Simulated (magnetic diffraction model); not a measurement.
# Solving a magnetic structure from powder neutron data: HoNiB2

Space group Amm2 (no. 38), a = 3.4700 Å, b = 4.3530 Å, c = 5.6930 Å.

```
site  atom    x       y       z
  2a    Ho    0     1/2  0.5019
  2b    Ni  1/2     1/2  0.1090
  4e     B  1/2  0.6539  0.8104
```

The compound is invented for this exercise: a known structure type with other elements, its cell scaled to their sizes and not relaxed.

Only Ho is taken to order (form factors of Ho3+); orders and moment sizes are assumed, and not adapted to the symmetry. Radiation: neutrons of λ = 2.41 Å (absorption by B left out), 8° to 100°; isotropic B of 0.1 Å² (Ho), 0.13 Å² (Ni) and 0.2 Å² (B). The intensities are simulated: I ∝ L Σ (|F_N|² + |F_M⊥|²) for unpolarised neutrons, with F_M = 2.695 fm/μB × Σ f(s) S exp(2πi Q·r) exp(−B s²) at Q = H ± k (one set where k and −k are equivalent), only the part normal to Q counting and L = 1/(sin²θ cos θ). For collinear order S is the moment m, which repeats by lattice and centring translations R with the sign exp(−2πi k·R). Form factors are spin-only for 3d ions and dipole or tabulated for f ions, scattering lengths are Sears's of 1992, and absorption is left out. A label names one of the reflections at its angle. The strongest nuclear line in the range is 100, and lines under 0.2 are left out.

Above the ordering temperature:

```tsv
2θ (°)	index	I
40.64	(1 0 0)	23.3
40.79	(0 1 1)	1.5
50.09	(0 0 2)	1.4
58.94	(1 1 1)	100.0
66.40	(1 0 2)	24.2
67.23	(0 2 0)	13.1
81.62	(1 2 0)	0.2
87.69	(0 1 3)	41.7
87.98	(2 0 0)	37.6
88.36	(0 2 2)	29.6
```

Below it (cell unchanged):

| 2θ (°) | I |
| --- | --- |
| 40.64 | 70.4 |
| 40.79 | 73.4 |
| 50.09 | 19.7 |
| 58.94 | 175.8 |
| 66.40 | 49.7 |
| 67.23 | 27.2 |
| 81.62 | 20.1 |
| 87.69 | 54.2 |
| 87.98 | 47.2 |
| 88.36 | 44.2 |

**Question.** Find the propagation vector, then choose among these models:
A. collinear moments along [111], 8.2 μB on Ho
B. collinear moments along [001], 8.2 μB on Ho
C. collinear moments along [101], 8.2 μB on Ho

No line moves, and magnetic intensity falls on nuclear lines such as the one at 58.94°, so the magnetic cell equals the chemical primitive cell: k = 0.

Magnetic intensity, observed (below minus above) and for each model:

| 2θ (°) | index | observed | A | B | C |
| --- | --- | --- | --- | --- | --- |
| 40.64 | (1 0 0) | 47.1 | 47.1 | 58.1 | 42.4 |
| 40.79 | (0 1 1) | 71.8 | 71.8 | 72.8 | 84.3 |
| 50.09 | (0 0 2) | 18.2 | 18.2 | <0.2 | 10.1 |
| 58.94 | (1 1 1) | 75.8 | 75.8 | 86.2 | 77.2 |
| 66.40 | (1 0 2) | 25.5 | 25.5 | 16.6 | 18.8 |
| 67.23 | (0 2 0) | 14.1 | 14.1 | 20.1 | 20.1 |
| 81.62 | (1 2 0) | 19.9 | 19.9 | 27.2 | 25.1 |
| 87.69 | (0 1 3) | 12.4 | 12.4 | 3.8 | 9.2 |

Model A matches.

The structure used: k = (0 0 0), collinear moments along [111], 8.2 μB on Ho.

[Logs are printed without paths, hosts, clocks, repeated set-up lines and the standing remarks that a program may print on its own settings, such as how far it seeks lower states.]
